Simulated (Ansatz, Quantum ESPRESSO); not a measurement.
# BaAlSiH (P3m1): Raman and infrared activity

Wanted: vibrational spectra of BaAlSiH (P3m1) from linear and non-linear response.

Method: DFT LDA, scalar-relativistic, plane waves, PseudoDojo norm-conserving pseudopotentials, in Quantum ESPRESSO 8.0 development, patched.

Most raw output is cut from this account.

## (1) Starting point

Symmetry: P3m1, No. 156, trigonal system. Conventional cell: a = 4.334 Å, b = 4.334 Å, c = 5.263 Å, α = 90.00°, β = 90.00°, γ = 120.00°. Nearest to Ba lie 3 H at 2.60 Å and 3 Si at 3.47 Å and 3 Al at 3.50 Å. Nearest to Al lie 1 H at 1.74 Å and 3 Si at 2.54 Å. Si has 3 Al at 2.54 Å and 3 H at 3.30 Å and 3 Ba at 3.47 Å nearest. Nearest to H lie 1 Al at 1.74 Å and 3 Ba at 2.60 Å. Farther neighbours are not listed.

## (2) A first look

A cheap run with smearing and empty bands tells whether the crystal has a gap, which decides between fixed occupations and smearing later on.

probe.in

```
&control
   calculation = 'scf'
   prefix = 'x'
   outdir = './tmp'
   pseudo_dir = './pseudo'
   tprnfor = .true.
   tstress = .true.
   verbosity = 'high'
/
&system
   ibrav = 4
   celldm(1) = 8.19050297
   celldm(3) = 1.21418453
   nat = 4
   ntyp = 4
   ecutwfc = 62.0
   occupations = 'smearing'
   smearing = 'gaussian'
   degauss = 0.01
/
&electrons
   conv_thr = 1.0d-07
   mixing_beta = 0.7
   electron_maxstep = 100
/
ATOMIC_SPECIES
 Ba    137.3270  Ba.upf
 Al     26.9815  Al.upf
 Si     28.0850  Si.upf
 H       1.0080  H.upf
ATOMIC_POSITIONS crystal
 Ba     0.000000000   0.000000000   0.000436000
 Al     0.666666670   0.333333330   0.465248000
 Si     0.333333330   0.666666670   0.542307000
 H      0.666666670   0.333333330   0.134910000
K_POINTS automatic
 6 6 4 0 0 0
```

Command:

```
> OMP_NUM_THREADS=1 mpirun -n 8 pw.x -nk 8 -in probe.in > probe.out
```

The job ended after 4.3 s (8 MPI ranks of Arm Neoverse V2, shared host).

Read from the output:

| Property | Result |
| --- | --- |
| volume per atom | 21.40 Å³ |
| pressure | -3.464 GPa |
| gap on the k-mesh | 0.6951 eV |

A gap of 0.70 eV opens on this mesh, so the crystal is taken as an insulator; the start stands at -3.5 GPa.

## (3) Relaxing the cell and atoms

The harmonic expansion starts where the forces on the atoms vanish, and stress shifts the frequencies, so cell and atoms are relaxed with tight thresholds.

relax.in

```
&control
   calculation = 'vc-relax'
   prefix = 'x'
   outdir = './tmp'
   pseudo_dir = './pseudo'
   tprnfor = .true.
   tstress = .true.
   forc_conv_thr = 2.0d-05
   etot_conv_thr = 1.0d-07
   nstep = 40
/
&system
   ibrav = 4
   celldm(1) = 8.19050297
   celldm(3) = 1.21418453
   nat = 4
   ntyp = 4
   ecutwfc = 62.0
   occupations = 'fixed'
   nbnd = 11
/
&electrons
   conv_thr = 1.0d-11
   mixing_beta = 0.7
   electron_maxstep = 100
/
&ions
/
&cell
   press_conv_thr = 0.2
/
ATOMIC_SPECIES
 Ba    137.3270  Ba.upf
 Al     26.9815  Al.upf
 Si     28.0850  Si.upf
 H       1.0080  H.upf
ATOMIC_POSITIONS crystal
 Ba     0.000000000   0.000000000   0.000436000
 Al     0.666666670   0.333333330   0.465248000
 Si     0.333333330   0.666666670   0.542307000
 H      0.666666670   0.333333330   0.134910000
K_POINTS automatic
 6 6 4 0 0 0
```

Command:

```
> OMP_NUM_THREADS=1 mpirun -n 8 pw.x -nk 8 -in relax.in > relax.out
```

Elapsed: 49 s, on 8 MPI ranks.

The run stopped without converging: the BFGS search stopped short of its thresholds.

Forces and stress had fallen to the noise beside the minimum, so the last cell was taken on.

Over 20 steps the volume went from 21.40 to 19.81 Å³ an atom and the energy fell by 18.9 meV an atom.

## (4) Ground state

Perturbation theory inherits every error of the wavefunctions, so the threshold is set near the limit of the arithmetic. With a gap, occupations are fixed, which also allows the response to an electric field.

scf.in

```
&control
   calculation = 'scf'
   prefix = 'x'
   outdir = './tmp'
   pseudo_dir = './pseudo'
   tprnfor = .true.
   tstress = .true.
/
&system
   ibrav = 4
   celldm(1) = 8.06701817
   celldm(3) = 1.17615778
   nat = 4
   ntyp = 4
   ecutwfc = 62.0
   occupations = 'fixed'
   nbnd = 11
/
&electrons
   conv_thr = 1.0d-12
   mixing_beta = 0.7
   electron_maxstep = 100
/
ATOMIC_SPECIES
 Ba    137.3270  Ba.upf
 Al     26.9815  Al.upf
 Si     28.0850  Si.upf
 H       1.0080  H.upf
ATOMIC_POSITIONS crystal
 Ba     0.000000000   0.000000000   0.005025015
 Al     0.666666667   0.333333333   0.470189137
 Si     0.333333333   0.666666667   0.542958772
 H      0.666666667   0.333333333   0.124728075
K_POINTS automatic
 6 6 4 0 0 0
```

Command:

```
> OMP_NUM_THREADS=1 mpirun -n 8 pw.x -nk 8 -in scf.in > scf.out
```

Wall time 4.7 s (8 MPI ranks); 37 s of CPU time.

This step gave:

* volume per atom: 19.81 Å³
* pressure: -0.006333 GPa
* gap on the k-mesh: 0.6832 eV

The cell stands at -0.0063 GPa, close enough for phonons.

## (5) Linear response at Γ

At q = 0 one unit cell holds all displacements; symmetry groups them into irreducible representations that are solved one by one. The response to a field gives ε∞ and the Born charges, which polar modes need. Third-order response adds the Raman tensors.

ph.in

```
phonons
&inputph
   prefix = 'x'
   outdir = './tmp'
   fildyn = 'g.dyn'
   tr2_ph = 1.0d-18
   epsil = .true.
   lraman = .true.
   elop = .true.
/
0.000000000 0.000000000 0.000000000
```

Command:

```
> OMP_NUM_THREADS=1 mpirun -n 8 ph.x -nk 8 -in ph.in > ph.out
```

Wall time 4.7 min (8 MPI ranks); 37 min of CPU time.

This step gave:

| Quantity | Value |
| --- | --- |
| miss of the charge sum rule | 0.2261 e |
| largest acoustic frequency at the zone centre before the sum rule | 0.36 cm⁻¹ |
| highest optical zone-centre mode (no LO-TO term) | 1248 cm⁻¹ |
| lowest optical zone-centre mode | 149.8 cm⁻¹ |
| mean high-frequency dielectric constant | 16.37 |
| largest Born charge in size (third of the trace) | 2.696 e |

Born charge (rows field, columns displacement), before the sum rule (e), principal values of the symmetric part by kind of site:

```
atom  atoms with these values    low  middle   high   mean
 Ba1                        1   1.72    1.72   1.93   1.79
 Al2                        1   1.53    2.41   2.41   2.12
 Si3                        1  -3.05   -3.05  -2.00  -2.70
  H4                        1  -1.51   -1.31  -1.31  -1.38
```

In full for Ba1:

```
1.72 0.00 0.00
0.00 1.72 0.00
0.00 0.00 1.93
```

High-frequency dielectric tensor:

```
17.30  0.00  0.00
 0.00 17.30  0.00
 0.00  0.00 14.49
```

The acoustic modes at Γ come out as far as 0.4 cm⁻¹ from zero, where they should vanish, a small numerical error; the Born charges miss their sum rule by 0.23 e, too much: mesh or cutoff is short for the field response.

## (6) Zone-centre analysis

A rigid shift of the crystal must cost nothing, but grids and finite bases break this; the acoustic sum rule is imposed before the matrix is diagonalised again. With Born charges the intensities follow, and the static dielectric tensor.

dynmat.in

```
&input
   fildyn = 'g.dyn'
   asr = 'crystal'
   fileig = 'dynmat.eig'
   lperm = .true.
/
```

Command:

```
> dynmat.x -in dynmat.in > dynmat.out
```

The job ended after 0.47 s (1 thread).

Read from the output:

| Item | Value |
| --- | --- |
| mean static dielectric constant | 20.95 |

Unit eigenvectors of the mass-weighted matrix after the sum rule; no LO-TO term. The modes at Γ (shares of kinetic energy by element, %):

```
mode  frequency (cm⁻¹)  symmetry  Ba %  Al %  Si %  H %
   1               0.0  acoustic    71    14    15    1
   2               0.0  acoustic    71    14    15    1
   3               0.0  acoustic    71    14    15    1
   4             149.8         E    29    35    37    0
   5             149.8         E    29    35    37    0
   6             160.9        A1    25     7    68    0
   7             223.0        A1     4    76    18    2
   8             397.0         E     0    51    49    0
   9             397.0         E     0    51    49    0
  10             887.5         E     0     0     0   99
  11             887.5         E     0     0     0   99
  12            1248.5        A1     0     3     0   97
```

Displacements in mode 4 (149.8 cm⁻¹), the largest set to 1:
```
Ba1 -0.40 -0.03  0.00
Al2  1.00  0.07  0.00
Si3  1.00  0.07  0.00
H4   0.06  0.00  0.00
```

Displacements in mode 11 (887.5 cm⁻¹), the largest set to 1:
```
Ba1  0.00  0.00  0.00
Al2  0.00  0.00  0.00
Si3 -0.01  0.00  0.00
H4   1.00  0.13  0.00
```

Degenerate modes summed, no LO-TO term. Infrared lines, with heights relative to the strongest:

```
position (cm⁻¹)  lines merged  label  IR intensity, relative
            150             2      E                     1.5
            161             1     A1                     5.6
            223             1     A1                     1.2
            397             2      E                      40
            888             2      E                     100
           1248             1     A1                      76
```

Degenerate modes summed. Raman lines, with heights relative to the strongest:

```
position (cm⁻¹)  lines merged  label  Raman activity, relative
            150             2      E                       2.7
            161             1     A1                       6.6
            223             1     A1                        19
            397             2      E                       1.5
            888             2      E                        16
           1248             1     A1                       100
```

Static dielectric tensor (ions relaxed, fixed cell):

```
21.47  0.00  0.00
 0.00 21.47  0.00
 0.00  0.00 19.90
```

The rule moves no optical mode by more than 0.1 cm⁻¹.

## (7) Sum rules set otherwise: a sum rule for molecules or wires on a crystal

This rule also removes rotations, which suits wires and not a crystal; it is tried to see the harm.

dynmat.in

```
&input
   fildyn = 'g.dyn'
   asr = 'one-dim'
   fileig = 'dynmat.eig'
   lperm = .true.
/
```

Command:

```
> dynmat.x -in dynmat.in > dynmat.out
```

Elapsed: 0.47 s, on 1 thread.

The program raised no error, yet the settings are not those of a careful run.

The fault: a sum rule for molecules or wires on a crystal; 1 optical mode is projected out to zero frequency, as if it were a rotation.

For a crystal the rule has to be 'simple' or 'crystal'.

Zone-centre frequencies as printed; negative means imaginary. Modes:

```
mode  frequency (cm⁻¹)
   1                 0
   2                 0
   3                 0
   4                 0
   5             151.6
   6             160.9
   7             223.1
   8             251.7
   9             397.1
  10             855.5
  11             912.9
  12              1248
```

## (8) Modes along a direction of q (1 0 0)

A longitudinal polar mode sets up a macroscopic field that stiffens it; the term hangs on the direction from which q goes to zero.

dynmat.in

```
&input
   fildyn = 'g.dyn'
   asr = 'crystal'
   fileig = 'dynmat.eig'
   q(1) = 1.0
   q(2) = 0.0
   q(3) = 0.0
/
```

Command:

```
> dynmat.x -in dynmat.in > dynmat.out
```

It took 0.46 s on 1 thread.

This step gave:

```yaml
highest_mode_moved_by_the_lo_to_term: 918.6 cm⁻¹
```

Zone-centre frequencies as printed; negative means imaginary. Modes:

```
mode  frequency (cm⁻¹)
   1                 0
   2                 0
   3                 0
   4             149.8
   5             151.9
   6             160.9
   7             223.1
   8               397
   9             421.2
  10             887.5
  11             918.6
  12              1248
```

The field moves 3 modes; the highest of them now lies at 919 cm⁻¹, where the highest that moved away lay at 888.

## (9) The LO-TO splitting (0 0 1)

dynmat.in

```
&input
   fildyn = 'g.dyn'
   asr = 'crystal'
   fileig = 'dynmat.eig'
   q(1) = 0.0
   q(2) = 0.0
   q(3) = 1.0
/
```

Command:

```
> dynmat.x -in dynmat.in > dynmat.out
```

It took 0.46 s on 1 thread.

This step gave:

| Property | Result |
| --- | --- |
| highest mode moved by the LO-TO term | 1287 cm⁻¹ |

Zone-centre frequencies as printed; negative means imaginary. Modes:

```
mode  frequency (cm⁻¹)
   1                 0
   2                 0
   3                 0
   4             149.8
   5             149.8
   6             179.3
   7             227.5
   8               397
   9               397
  10             887.5
  11             887.5
  12              1287
```

The field moves 3 modes; the highest of them now lies at 1287 cm⁻¹, where the highest that moved away lay at 1248.

## (10) The LO-TO splitting (1 1 1)

dynmat.in

```
&input
   fildyn = 'g.dyn'
   asr = 'crystal'
   fileig = 'dynmat.eig'
   q(1) = 1.0
   q(2) = 1.0
   q(3) = 1.0
/
```

Command:

```
> dynmat.x -in dynmat.in > dynmat.out
```

It took 0.46 s on 1 thread.

Numbers from this step:

```
highest mode moved by the LO-TO term : 1261 cm⁻¹
```

Zone-centre frequencies as printed; negative means imaginary. Modes:

```
mode  frequency (cm⁻¹)
   1                 0
   2                 0
   3                 0
   4             149.8
   5             150.8
   6             166.8
   7               224
   8               397
   9             414.6
  10             887.5
  11             908.6
  12              1261
```

The field moves 6 modes; the highest of them now lies at 1261 cm⁻¹, where the highest that moved away lay at 1248.

## (11) A second program

The same cell goes through another code at the same cutoff. The files are of one family, but Ansatz's library holds files of its own making for some heavy elements, so those for Ba may differ. Its k mesh is centred on Γ.

This step: DFT LDA, scalar-relativistic, plane waves, norm-conserving pseudopotentials of its library (PseudoDojo's, some remade) (Ansatz 0.2.0).

input.yaml

```yaml
crystal:
  lattice:
    - [4.2688821769, 0.0, 0.0]
    - [-2.1344410895, 3.6969604103, 0.0]
    - [0.0, 0.0, 5.0208789943]
  atoms:
    - { symbol: Ba, position: [0.0, 0.0, 0.0050250152] }
    - { symbol: Al, position: [0.6666666667, 0.3333333333, 0.470189137] }
    - { symbol: Si, position: [0.3333333333, 0.6666666667, 0.5429587725] }
    - { symbol: H, position: [0.6666666667, 0.3333333333, 0.1247280753] }
kpoints:
  mp_grid: { grid: [6, 6, 4] }
hamiltonian:
  xc: lda
  pseudopotentials: { kind: nc, accuracy: standard }
scf:
  occupations: { method: fixed }
output:
  eigenvalues: true
basis:
  ecutwfc: 843.553
phonons:
  method: dfpt
  dielectric: true
  rigid_motions: translations
  raman: true
```

Command:

```
> ansatz run input.yaml --threads 8 --pin off --max-ram 16384MiB --backend cpu --events-out ev --progress --plain --runs-dir out
```

Run time: 3 min. Hardware: 8 threads; peak memory 3.2 GiB; 23 min of CPU time.

Numbers from this step:

| Item | Value |
| --- | --- |
| gap on the k-mesh | 0.7001 eV |
| sum-rule residual before enforcement | 4.76e-4 eV/Å² |
| miss of the charge sum rule | 0.001283 e |
| estimated error of the dielectric tensor | 0.05327 |
| estimated error of the Born charges | 0.01525 e |
| highest optical zone-centre mode (no LO-TO term) | 1250 cm⁻¹ |
| lowest optical zone-centre mode | 148.4 cm⁻¹ |
| mean high-frequency dielectric constant | 15.35 |
| largest Born charge in size (third of the trace) | 2.602 e |
| mean static dielectric constant | 20.09 |
| highest mode moved by the LO-TO term | 1290 cm⁻¹ |

Transverse modes. Lines of the infrared spectrum (strongest = 100):

```
position (cm⁻¹)  label  IR intensity ((D/Å)²/amu), degenerate modes summed, relative
            148      E                                                           1.0
            157     A1                                                           5.3
            222     A1                                                           1.1
            397      E                                                            34
            879      E                                                           100
           1250     A1                                                            65
```

Activity x (w_L - w)^4 (n + 1)/w, 532 nm, 300 K. Raman lines, with heights relative to the strongest:

```
position (cm⁻¹)  label  Stokes intensity, strongest 100
            148      E                               57
            157     A1                              100
            222     A1                               75
            397      E                              8.4
            879      E                               10
           1250     A1                               36
```

The log warns that the force constants on this k mesh are to be taken as unconverged.

## (12) The two compared: QE PseudoDojo and Ansatz, library NC

Numbers from this step:

* root-mean-square difference: 4.38 cm⁻¹
* largest difference: 8.74 cm⁻¹

Frequencies side by side, by row:

```
q (reciprocal lattice)  mode  QE PseudoDojo (cm⁻¹)  Ansatz, library NC (cm⁻¹)
                 0 0 0     1                     0                          0
                 0 0 0     2                     0                          0
                 0 0 0     3                     0                          0
                 0 0 0     4                 149.8                      148.4
                 0 0 0     5                 149.8                      148.4
                 0 0 0     6                 160.9                      157.3
                 0 0 0     7                 223.1                      222.4
                 0 0 0     8                   397                        397
                 0 0 0     9                   397                        397
                 0 0 0    10                 887.5                      878.8
                 0 0 0    11                 887.5                      878.8
                 0 0 0    12                  1248                       1250
```

The two runs side by side. Further quantities:

```
                                                                               quantity  QE PseudoDojo  Ansatz, library NC
                                                                                mean ε∞          16.36               15.35
largest Born charge in size (e; the first before, the second after the charge sum rule)          2.696               2.602
                                                       summed IR intensity ((D/Å)²/amu)          156.1               162.8
                                                         summed Raman activity (Å⁴/amu)          46556               26124
```

At the zone centre the largest difference (acoustic modes at Γ apart) is 0.7 % of the highest mode; the summed Raman activity differs by 78 %.

## (13) Outcome

```json
{"volume per atom": "19.8 Å³", "gap on the k-mesh": "0.683 eV", "highest optical zone-centre mode (no LO-TO term)": "1248 cm⁻¹", "lowest optical zone-centre mode": "149.8 cm⁻¹", "highest mode moved by the LO-TO term (probably not converged in the k mesh)": "1287 cm⁻¹", "mean high-frequency dielectric constant (probably not converged in the k mesh)": "16.4", "largest Born charge in size (third of the trace) (probably not converged in the k mesh)": "2.70 e", "mean static dielectric constant (probably not converged in the k mesh)": "20.9", "imaginary optical modes at the zone centre (no q mesh in this session)": "none", "largest difference from Ansatz, library NC": "8.74 cm⁻¹"}
```

**Reading.** The largest Raman activity of BaAlSiH (P3m1) lies at 1248 cm⁻¹ and the strongest infrared line at 888 cm⁻¹ (transverse modes). At the LDA level the optical modes of BaAlSiH (P3m1) at the zone centre (no LO-TO term) run from 150 to 1248 cm⁻¹. Along the directions run, the highest mode that the macroscopic field moves lies at 1287 cm⁻¹. Lattice motion raises the mean dielectric constant from 16.37 to 20.95. The Born charges miss their sum rule by 0.23 e, a sign that the k mesh or the cutoff is short for the field response. The Raman intensities rest on static tensors of the transverse modes; green light lies near or above this gap, where resonance changes them. ε∞, the Born charges and what follows from them are probably not converged in the k mesh. Of the 9 optical modes, 9 are both infrared and Raman active. QE PseudoDojo and Ansatz, library NC differ by 4.4 cm⁻¹ in the root mean square and by 8.7 cm⁻¹ at most, 0.7 % of the highest mode compared (acoustic modes at Γ left out); the two use different potentials, and the cell was not relaxed for the second set. The mean ε∞ is 16.36 against 15.35: the first is summed on the ground state's k mesh, while Ansatz refines the mesh of its field response, and the potentials differ. These are harmonic frequencies at zero temperature: anharmonic shifts and linewidths and thermal expansion are left out. Spin-orbit coupling is left out, which can matter for the heavy elements here. Ansatz warns that the cutoff lies 16 % under the one recommended for these files; agreement at one cutoff is not convergence. The total energies of the two programs lie far apart, so at least one potential file in Ansatz's library differs from the published one read by the first program. Ansatz's log warns that force constants on this k mesh are to be taken as unconverged, an error that the frequencies of both programs share. The build is a development version in which the Raman tensors of release 7.5 are mended; dynmat.x leaves out the electro-optic term of LO lines. The structure comes from a database and need not be the phase that is stable at ambient conditions.

[Host names and launcher messages were left out of these logs when they were recorded.]

[Logs are printed without paths, hosts, clocks, repeated set-up lines and the standing remarks that a program may print on its own settings, such as how far it seeks lower states.]

[Hosts, paths, dates, database ids (printed as entryN), source tags and the programs' standing remarks are cut or masked in the printed files.]
